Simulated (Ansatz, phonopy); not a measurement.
# GaP (F-43m): a volume series of phonon spectra, part 4 of 4

Which modes of GaP drive its thermal expansion?

Measurements to reproduce:
- volume expansion coefficient 15.9 1e-6/K, heat capacity C_P per formula unit 44.2 J/mol/K and bulk modulus 88.7 GPa near room temperature (given in “High-Throughput Prediction of Finite-Temperature Properties using the Quasi-Harmonic Approximation”, 2016, arXiv:1603.06924)

Ansatz 0.2.0; DFT LDA, scalar-relativistic, plane waves, PAW.

So far. Step 14 (A cell at another volume, V/V0 1.05): The run ends at a pressure of -3.95 GPa. Step 15 (Phonons, V/V0 1.05): No mode is imaginary beyond numerical noise at the solved wavevectors. The highest zone-centre mode (no LO–TO term) moved by -5.8 % for a volume change of +5.0 %.

**16. Mode Grüneisen parameters**

This step: DFT LDA, scalar-relativistic, plane waves, PAW (phonopy 4.10.0).

This step gave:

- share of modes with a negative Grüneisen parameter: 0.225

Mean Grüneisen, by row:

| T (K) | heat-capacity-weighted mean | root mean square |
| --- | --- | --- |
| 50 | -0.128 | 0.574 |
| 100 | 0.267 | 0.806 |
| 200 | 0.605 | 0.993 |
| 300 | 0.688 | 1.035 |
| 500 | 0.732 | 1.057 |
| 800 | 0.748 | 1.065 |

Table of mean mode Grueneisen parameter by wavenumber:

| wavenumber (cm⁻¹) | mean mode Grueneisen parameter |
| --- | --- |
| 7 | - |
| 20 | -0.0656 |
| 46 | 0.143 |
| 60 | -0.144 |
| 86 | -0.464 |
| 99 | -0.445 |
| 112 | -0.177 |
| 139 | 0.277 |
| 152 | 1.06 |
| 165 | 1.07 |
| 192 | 1.04 |
| 205 | 1.04 |
| 231 | 1.01 |
| 244 | 1.01 |
| 258 | - |
| 284 | - |
| 297 | - |
| 310 | - |
| 337 | 1.33 |
| 350 | 1.34 |
| 377 | 1.26 |
| 390 | 1.26 |

Volume series, by row:

| V/V0 | V (Å³/atom) | pressure (GPa) | E - E0 (meV/atom) | gap (eV) | zero-point energy (meV/atom) | lowest on the path (cm⁻¹) | highest at Gamma without the LO-TO term (cm⁻¹) |
| --- | --- | --- | --- | --- | --- | --- | --- |
| 0.97 | 19 | 2.932 | 5.218 | 1.365 | 48.16 | 0 | 378.6 |
| 0.985 | 19.29 | 1.404 | 1.262 | 1.399 | 47.38 | 0 | 371.6 |
| 1 | 19.59 | -0.005 | 0 | 1.431 | 46.62 | 0 | 364.9 |
| 1.015 | 19.88 | -1.303 | 1.207 | 1.461 | 45.87 | 0 | 358.3 |
| 1.03 | 20.18 | -2.499 | 4.712 | 1.486 | 45.13 | 0 | 351.9 |
| 1.05 | 20.57 | -3.947 | 12.62 | 1.451 | 44.17 | 0 | 343.6 |

Optical frequency at Gamma without the LO-TO term, mode 4 against V/V0:

| V/V0 | optical frequency at Gamma without the LO-TO term, mode 4 (cm⁻¹) |
| --- | --- |
| 0.9700 | 379 |
| 0.9850 | 372 |
| 1.0000 | 365 |
| 1.0150 | 358 |
| 1.0300 | 352 |
| 1.0500 | 344 |

Grüneisen at points, by row:

| point | branch | frequency (cm⁻¹) | mode Grüneisen parameter |
| --- | --- | --- | --- |
| Γ | 4 | 364.9 | 1.22 |
| Γ | 6 | 395.2 | 1.05 |
| X | 1 | 101.5 | -1.12 |
| X | 3 | 251.2 | 0.99 |
| X | 4 | 362.1 | 1.5 |
| X | 6 | 366.9 | 1.2 |
| U | 1 | 105.7 | -0.76 |
| U | 2 | 133.6 | 0.18 |
| U | 3 | 226.7 | 1.07 |
| U | 4 | 336.4 | 1.34 |
| U | 5 | 359.7 | 1.48 |
| U | 6 | 392.6 | 1.34 |
| K | 1 | 105.7 | -0.76 |
| K | 2 | 133.6 | 0.18 |
| K | 3 | 226.7 | 1.07 |
| K | 4 | 336.4 | 1.34 |
| K | 5 | 359.7 | 1.48 |
| K | 6 | 392.6 | 1.34 |
| L | 1 | 78.9 | -1.24 |
| L | 3 | 233.1 | 0.84 |
| L | 4 | 362.8 | 1.38 |
| L | 6 | 370.6 | 1.3 |
| W | 1 | 123.5 | 0.08 |
| W | 2 | 142.7 | 0 |
| W | 3 | 216.4 | 1.15 |
| W | 4 | 328.4 | 1.31 |
| W | 5 | 364.2 | 1.5 |
| W | 6 | 393.3 | 1.34 |

**17. Free-energy fit**

Numbers from this step:

```yaml
volume_expansion_coefficient_at_300_k: 14.88 1e-6/K
isothermal_bulk_modulus_at_300_k: 86.8 GPa
c_p_at_300_k: 21.82 J/mol-atom/K
grueneisen_parameter_at_300_k: 0.706
```

The energy (each curve on its own zero) by volume; values in meV/atom:

| volume (Å³/atom) | static | F at 0 K | F at 300 K | F at 900 K |
| --- | --- | --- | --- | --- |
| 19.000 | 5.22 | 7.15 | 7.98 | 12.1 |
| 19.294 | 1.26 | 2.42 | 2.97 | 5.58 |
| 19.588 | 0 | 0.4 | 0.63 | 1.64 |
| 19.882 | 1.21 | 0.85 | 0.75 | 0.1 |
| 20.176 | 4.71 | 3.62 | 3.14 | 0.77 |
| 20.567 | 12.6 | 10.6 | 9.55 | 4.82 |

Phonopy-qha, vinet fit of F(V) at each temperature; no electronic free energy. Qha vinet, by row:

| T (K) | fitted volume (Å³/atom) | alpha_V (1e-6/K) | B_T (GPa) | C_P (J/mol-atom/K) | Grueneisen |
| --- | --- | --- | --- | --- | --- |
| 100 | 19.68 | 3.07 | 88.54 | 10.93 | 0.2939 |
| 150 | 19.68 | 7.71 | 88.19 | 15.67 | 0.5141 |
| 200 | 19.69 | 11.14 | 87.76 | 18.73 | 0.6199 |
| 250 | 19.71 | 13.39 | 87.29 | 20.62 | 0.6743 |
| 300 | 19.72 | 14.88 | 86.8 | 21.82 | 0.7056 |
| 350 | 19.73 | 15.92 | 86.31 | 22.61 | 0.7255 |
| 400 | 19.75 | 16.69 | 85.8 | 23.17 | 0.7392 |
| 450 | 19.77 | 17.28 | 85.29 | 23.57 | 0.7492 |
| 500 | 19.78 | 17.76 | 84.78 | 23.87 | 0.757 |
| 550 | 19.8 | 18.16 | 84.27 | 24.1 | 0.7633 |
| 600 | 19.82 | 18.51 | 83.75 | 24.28 | 0.7687 |
| 650 | 19.84 | 18.82 | 83.24 | 24.43 | 0.7733 |
| 700 | 19.86 | 19.1 | 82.72 | 24.56 | 0.7775 |
| 750 | 19.88 | 19.36 | 82.21 | 24.66 | 0.7813 |
| 800 | 19.9 | 19.6 | 81.69 | 24.75 | 0.7848 |
| 850 | 19.92 | 19.84 | 81.17 | 24.83 | 0.7881 |

Table of volume expansion coefficient, phonopy-qha, Vinet by temperature:

temperature (K), volume expansion coefficient, phonopy-qha, Vinet (1e-6/K) and a bar:
```
       75        1.0 
      100        3.1 ###
      125        5.5 #######
      150        7.7 ###########
      175        9.6 ##############
      200       11.1 ################
      225       12.4 ##################
      250       13.4 ####################
      275       14.2 #####################
      300       14.9 ######################
      325       15.4 #######################
      350       15.9 ########################
      375       16.3 ########################
      400       16.7 #########################
      425       17.0 #########################
      450       17.3 ##########################
      475       17.5 ##########################
      500       17.8 ###########################
      525       18.0 ###########################
      550       18.2 ###########################
      575       18.3 ###########################
      600       18.5 ############################
      625       18.7 ############################
      650       18.8 ############################
      675       19.0 ############################
      700       19.1 #############################
      725       19.2 #############################
      750       19.4 #############################
      775       19.5 #############################
      800       19.6 #############################
      825       19.7 ##############################
      850       19.8 ##############################
      875       19.9 ##############################
```

The fit gives a volume expansion of 14.9 × 10⁻⁶/K at 300 K.

**18. Results**

- volume expansion coefficient at 300 K: 14.88 1e-6/K
- isothermal bulk modulus at 300 K: 86.8 GPa
- C_P at 300 K: 21.82 J/mol-atom/K
- Grüneisen parameter at 300 K: 0.706
- mean mode Grüneisen parameter at 300 K: 0.688

What this shows: Near room temperature GaP expands by 14.9 × 10⁻⁶/K in volume by LDA, with C_P = 21.8 J/(mol K) per mole of atoms and B_T = 86.8 GPa. C_P at room temperature is 87 % of the classical 3R an atom, so the stiffest modes are still partly frozen out. A measured volume expansion coefficient near room temperature is 15.9 1e-6/K (arXiv:1603.06924); the calculated 14.9 1e-6/K differs by -6 %. A measured bulk modulus near room temperature is 88.7 GPa (arXiv:1603.06924); the calculated 86.8 GPa differs by -2 %. The table does not say whether its value is isothermal or adiabatic. A measured heat capacity per formula unit near room temperature is 44.2 J/mol/K (arXiv:1603.06924); the calculated 43.6 J/mol/K differs by -1 %. The heat-capacity-weighted Grüneisen parameter goes from -0.128 at 50 K to 0.748 at 800 K; 22 % of the modes stiffen on expansion. Weighting γ by the density of states and each mode's heat capacity at 300 K, the lowest third of the frequency range (cuts at 130 and 260 cm⁻¹) pulls the cell inward, while the rest pushes it outward. Among the labelled points γ is largest for branch 4 at X (362 cm⁻¹, 1.5) and most negative for branch 1 at L (78.9 cm⁻¹, -1.2). The log warns that the k-mesh is coarse for the response calculation and asks for a check on a denser one. The interpolation has no quadrupole term, so branches near the zone centre are less sure, since this crystal has sites that are not centres of inversion. The PAW files were made for PBE and are used here under another functional, for which the program regenerates the frozen cores.

[Logs are printed without paths, hosts, clocks, repeated set-up lines and the standing remarks that a program may print on its own settings, such as how far it seeks lower states.]

[Hosts, paths, dates, database ids (printed as entryN), source tags and the programs' standing remarks are cut or masked in the printed files.]

[A step with changed settings may run another functional than the one named; its input shows which.]

[Of the runs on displaced cells, only some may be shown.]
